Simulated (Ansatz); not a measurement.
# LuHg3: relaxing a made-up structure, part 2 of 2

Starting from a made-up structure for LuHg3, the aim is the relaxed cell, its shortest contacts and, where a second run follows, its electronic structure.

Ansatz 0.2.0; DFT, PBE, plane-wave PAW, files of the set soft_1, scalar-relativistic, no spin, cell and ions relaxed at zero pressure; PAW set soft_1 (the session's first sound run).

So far: Starting point; Relaxation of the guess. The relaxed cell has a = 7.204 Å (conventional setting).

**3. Electronic structure of the relaxed cell**

A second self-consistent run takes a narrower smearing and the mesh shown in its input; the bands follow along the standard path of the relaxed lattice.

This step: DFT, PBE, plane-wave PAW, files of the set soft_1, scalar-relativistic, no spin, bands and density of states at the relaxed cell; PAW set soft_1 (Ansatz 0.2.0).

Contents of input.yaml:

```yaml
crystal:
  lattice:
    - [0.0, 3.6018131792, 3.6018131792]
    - [3.6018131792, 0.0, 3.6018131792]
    - [3.6018131792, 3.6018131792, 0.0]
  atoms:
    - { symbol: Hg, position: [0.75, 0.75, 0.75] }
    - { symbol: Hg, position: [0.5, 0.5, 0.5] }
    - { symbol: Hg, position: [0.25, 0.25, 0.25] }
    - { symbol: Lu, position: [0.0, 0.0, 0.0] }
kpoints:
  mp_grid: { grid: [8, 8, 8] }
  band_path:
    path:
      - [[0.0, 0.0, 0.0], [0.5, 0.0, 0.5], [0.5, 0.25, 0.75], [0.375, 0.375, 0.75], [0.0, 0.0, 0.0], [0.5, 0.5, 0.5], [0.625, 0.25, 0.625], [0.5, 0.25, 0.75], [0.5, 0.5, 0.5], [0.375, 0.375, 0.75]]
      - [[0.625, 0.25, 0.625], [0.5, 0.0, 0.5]]
    npoints: 8
scf:
  occupations: { method: fermi_dirac, width: 0.03 }
  n_extra_bands: 8
hamiltonian:
  xc: pbe
  pseudopotentials: { kind: paw, azcp: { folder: soft_1 } }
output:
  forces: true
  stress: true
  write_bands: true
  dos: { projected: true }
  write_density: true
  write_potential: true
  elf: true
  volumetric_format: npy
```

Started as:

```sh
> ansatz run input.yaml --threads 4 --pin off --max-ram 8192MiB --backend cpu --events-out ev --progress --plain --runs-dir out
```

Numbers of over 12 decimals in the logs are rounded to 6 here.

The program printed:

```text
Lu: projections on atomic orbitals take those of the free atom [Kr 4d10] 4f14 5s2 5p6 5d1 6s2, of charge +0.00 (hamiltonian.pseudopotentials.projection_atoms); the dataset's partial waves leave at most 4.6e-5 of an orbital's norm unspanned inside its sphere
[...]
Crystal: 4 atoms, lattice volume = 93.453 Å³
Basis set: ecut = 420 eV, 1837 PW (Γ), exchange–correlation on 72×72×72 points (8 copies of the dense FFT grid, shifted against one another)
Bands: 51, of which v1, the nominal top of the filled ones, is band 43 counted from 1 (42 counted from 0)
Symmetry: 48 space group operations
[...]
k-points: 29 of 512
[...]
SCF iter   1: F=—  HF=-56185.935996 eV  |F-HF|=—  |Δ(HF+E_count)|=         —  Δρ=1.08e-1  dr2=2.29e1  ethr=3.10e-3  ⟨swp⟩=6.3  Hψ=6404  notcnv=0
[...]
SCF iter  10: F=-56180.714542 eV  HF=-56180.714542 eV  |F-HF|=2.23e-8  |Δ(HF+E_count)|=   1.59e-7  Δρ=8.47e-6  dr2=6.63e-8  ethr=1.18e-10  ⟨swp⟩=21.0  Hψ=17626  notcnv=0
SCF 1 converged in 10 iterations: F = -56180.714542 eV  dr2 = 6.63e-8
  Residual-converged pass: ⟨swp⟩=1.0  Hψ=1596  notcnv=0  max |occ|·‖R‖ = 7.0e-9 eV (tolerance 1.0e-8 eV)  dr2=6.63e-8  dr2_onsite=5.02e-8  max |Δocc| = 7.0e-11
[...]
NSCF: frozen V_eff on 82 k-points
SCF converged after 10 iterations
Free energy (F): -56180.714542 eV
[...]
Internal energy: -56180.705973 eV  (E = F + TS)
E sigma→0 (E₀):  -56180.710258 eV
Entropy (-TS):   -0.008569 eV (-2.142 meV/atom)
Fermi energy:    16.256942 eV
[...]
--- Stress (GPa, compression-positive) ---
       -0.257867      -0.000000       0.000000
       -0.000000      -0.257867      -0.000000
        0.000000       0.000000      -0.257867
  P = ⅓ Tr σ = -0.2579 GPa (-2.579 kbar)
--- Band table (eV; the first three rows and the last of 29) ---
  k-point 0: bands = [... 39 lower, 14.8267, 15.9305, 15.9305, 15.9305, 16.8450, 18.6257, 18.6257, 19.2286, ... 4 higher]
  k-point 1: bands = [... 39 lower, 14.0431, 15.9265, 15.9265, 16.0556, 17.0056, 18.0765, 18.0765, 19.9725, ... 4 higher]
  k-point 2: bands = [... 39 lower, 12.7318, 15.6014, 15.8378, 15.8378, 17.7474, 17.7474, 18.2147, 18.6359, ... 4 higher]
  k-point 28: bands = [... 39 lower, 11.5942, 11.5942, 13.2351, 17.0881, 17.0881, 18.1238, 18.2781, 19.3044, ... 4 higher]
```

Elapsed: 5.6 s, on 4 threads of Arm Neoverse V2, shared host; peak memory 0.53 GiB; 21 s of CPU time.

Numbers from this step:

```
free energy             : -56180.7145 eV
energy at zero smearing : -56180.7103 eV
smearing term TS        : 0.008569 eV
Fermi energy            : 16.26 eV
pressure                : -0.2579 GPa
```

From bands.tsv, the bands that come nearest the Fermi level along the path, at its corners, in eV from the Fermi level:

```tsv
point	band 40	band 41	band 42	band 43	band 44	band 45	band 46	band 47
Γ	-1.43	-0.33	-0.33	-0.33	0.59	2.37	2.37	2.97
X	-5.26	-3.27	-1.48	-1.48	0.63	2.01	2.01	2.19
W	-4.66	-4.66	-3.02	0.83	0.83	1.87	2.02	3.05
K	-4.98	-4.52	-1.27	-1.17	1.71	1.93	2.14	2.56
Γ	-1.43	-0.33	-0.33	-0.33	0.59	2.37	2.37	2.97
L	-5.63	-0.84	-0.71	-0.71	0.38	2.03	2.03	2.74
U	-4.98	-4.52	-1.27	-1.17	1.71	1.93	2.14	2.56
W	-4.66	-4.66	-3.02	0.83	0.83	1.87	2.02	3.05
L	-5.63	-0.84	-0.71	-0.71	0.38	2.03	2.03	2.74
K	-4.98	-4.52	-1.27	-1.17	1.71	1.93	2.14	2.56
U	-4.98	-4.52	-1.27	-1.17	1.71	1.93	2.14	2.56
X	-5.26	-3.27	-1.48	-1.48	0.63	2.01	2.01	2.19
```

Valence density in the ac plane of the conventional cell at fractional y = 0.000, with atoms of Hg and Lu within 0.2 Å of it. It is the smooth field of the valence electrons, not physical close to the nuclei.

Ten steps, logarithmic in the rise over the least value, from '0' (0 e/Å³) to '9' (39 e/Å³), each cell a mean:
```
97300002577631000158
64100001355420000035
21000000122100000001
00000000000000000000
00000000000000000000
00000000000000000000
10000000000000000001
43100000133200000023
65300001477520000146
76410002699730000257
76310001589730000257
54200000356410000135
21000000012100000012
00000000000000000000
00000000000000000000
00000000000000000000
00000000011000000000
32000000234310000013
75200001466530000147
97300002577641000269
```
Columns run along a (7.2 Å), rows up along c (7.2 Å), edges of the conventional cell, whose origin can differ from the input's. Atoms in or near the plane, at fractional coordinates: Hg at (0.50, 0.00), Hg at (0.00, 0.50), Lu at (0.00, 0.00), Lu at (0.50, 0.50).

Electrostatic potential energy in the ac plane of the conventional cell at fractional y = 0.000, with atoms of Hg and Lu within 0.2 Å of it. With pseudopotentials it is smooth inside the atoms' cores, unlike the true potential.

Values in eV, 11 rows by 16 columns, each cell a mean:
```
-47 -25   5  15  18  14  -7 -26 -29 -16   8  17  17  10 -12 -43
  2   8  14  17  19  18  14   7   5  12  17  19  18  16  11   4
 16  17  18  19  19  19  18  17  17  18  18  19  19  18  18  17
 12  15  18  19  18  17  14  10   9  12  16  18  19  18  16  13
-23  -9  11  18  17  12  -5 -32 -37 -15   8  16  18  15  -1 -20
-33 -23   5  17  16   8 -21 -53 -53 -37   2  14  17  12 -13 -31
-14  -2  14  18  17  13   2 -19 -24  -6  10  16  18  16   5 -11
 15  17  18  19  18  17  15  13  13  15  17  18  19  19  18  16
 15  16  18  18  19  19  18  17  17  18  19  19  19  18  17  15
 -9   2  12  17  18  17  10  -2  -4   6  16  18  18  15   7  -6
-53 -33   3  15  17  13 -11 -30 -32 -21   6  17  16   9 -18 -50
```
Columns run along a (7.2 Å; values clipped at the 3rd and 97th percentile), rows up along c (7.2 Å), edges of the conventional cell, whose origin can differ from the input's. Atoms in or near the plane, at fractional coordinates: Hg at (0.50, 0.00), Hg at (0.00, 0.50), Lu at (0.00, 0.00), Lu at (0.50, 0.50).

ELF in the ac plane of the conventional cell at fractional y = 0.000, with atoms of Hg and Lu within 0.2 Å of it. It is the smooth field of the valence electrons, not physical close to the nuclei.

Values, 11 rows by 16 columns, each cell a mean:
```
0.82 0.68 0.21 0.11 0.21 0.27 0.39 0.52 0.55 0.44 0.31 0.24 0.14 0.12 0.52 0.80
0.28 0.16 0.12 0.18 0.19 0.21 0.26 0.32 0.33 0.28 0.22 0.20 0.19 0.14 0.13 0.25
0.15 0.17 0.19 0.18 0.18 0.19 0.20 0.20 0.20 0.19 0.19 0.18 0.18 0.19 0.18 0.16
0.29 0.25 0.21 0.19 0.19 0.16 0.11 0.13 0.15 0.12 0.14 0.18 0.19 0.20 0.23 0.28
0.49 0.40 0.29 0.23 0.16 0.10 0.41 0.74 0.77 0.57 0.17 0.12 0.21 0.26 0.36 0.46
0.66 0.47 0.33 0.25 0.13 0.14 0.64 0.82 0.79 0.78 0.28 0.09 0.22 0.29 0.42 0.59
0.43 0.36 0.26 0.21 0.17 0.11 0.30 0.59 0.64 0.41 0.13 0.14 0.20 0.24 0.32 0.41
0.26 0.23 0.20 0.18 0.19 0.18 0.13 0.10 0.10 0.11 0.16 0.19 0.18 0.19 0.22 0.26
0.11 0.14 0.18 0.19 0.18 0.19 0.21 0.23 0.24 0.22 0.20 0.18 0.18 0.19 0.15 0.12
0.46 0.28 0.12 0.16 0.20 0.22 0.29 0.36 0.38 0.32 0.24 0.20 0.18 0.12 0.18 0.41
0.80 0.75 0.26 0.10 0.22 0.29 0.41 0.55 0.62 0.46 0.32 0.25 0.14 0.12 0.60 0.83
```
Columns run along a (7.2 Å), rows up along c (7.2 Å), edges of the conventional cell, whose origin can differ from the input's. Atoms in or near the plane, at fractional coordinates: Hg at (0.50, 0.00), Hg at (0.00, 0.50), Lu at (0.00, 0.00), Lu at (0.50, 0.50).

**4. Outcome**

| Property | Result |
| --- | --- |
| space group, relaxed | Fm-3m |
| conventional cell | a = 7.204, b = 7.204, c = 7.204 Å; α = 90.0°, β = 90.0°, γ = 90.0° |
| volume per atom | 23.36 Å³ (guess 24.50) |

**Reading.** LuHg3 relaxes to Fm-3m with a = 7.204, b = 7.204 and c = 7.204 Å. The guessed volume was 5 % too large. The space group Fm-3m was held in the relaxation, so the end point is a stationary structure within it and may be a saddle against distortions or other arrangements. Bands cross the Fermi level, so it is a metal or semimetal at this level. The electron count is odd, which forces that without spin polarisation or a larger cell. On the 8×8×8 mesh with the narrower smearing (relaxed on 6×6×6) the forces vanish, as symmetry may demand, and the largest stress component is 0.258 GPa, against the relaxation's thresholds of 0.015 eV/Å and 0.05 GPa. The cutoff wasn't tested. Spin-orbit coupling is left out, which can matter for elements this heavy. No dispersion term is used, so weakly bound directions may come out too long. Nothing here tests whether the compound is stable against decomposition.

[Logs are printed without paths, hosts, clocks, repeated set-up lines and the standing remarks that a program may print on its own settings, such as how far it seeks lower states.]

[Hosts, paths, dates, database ids (printed as entryN), source tags and the programs' standing remarks are cut or masked in the printed files.]
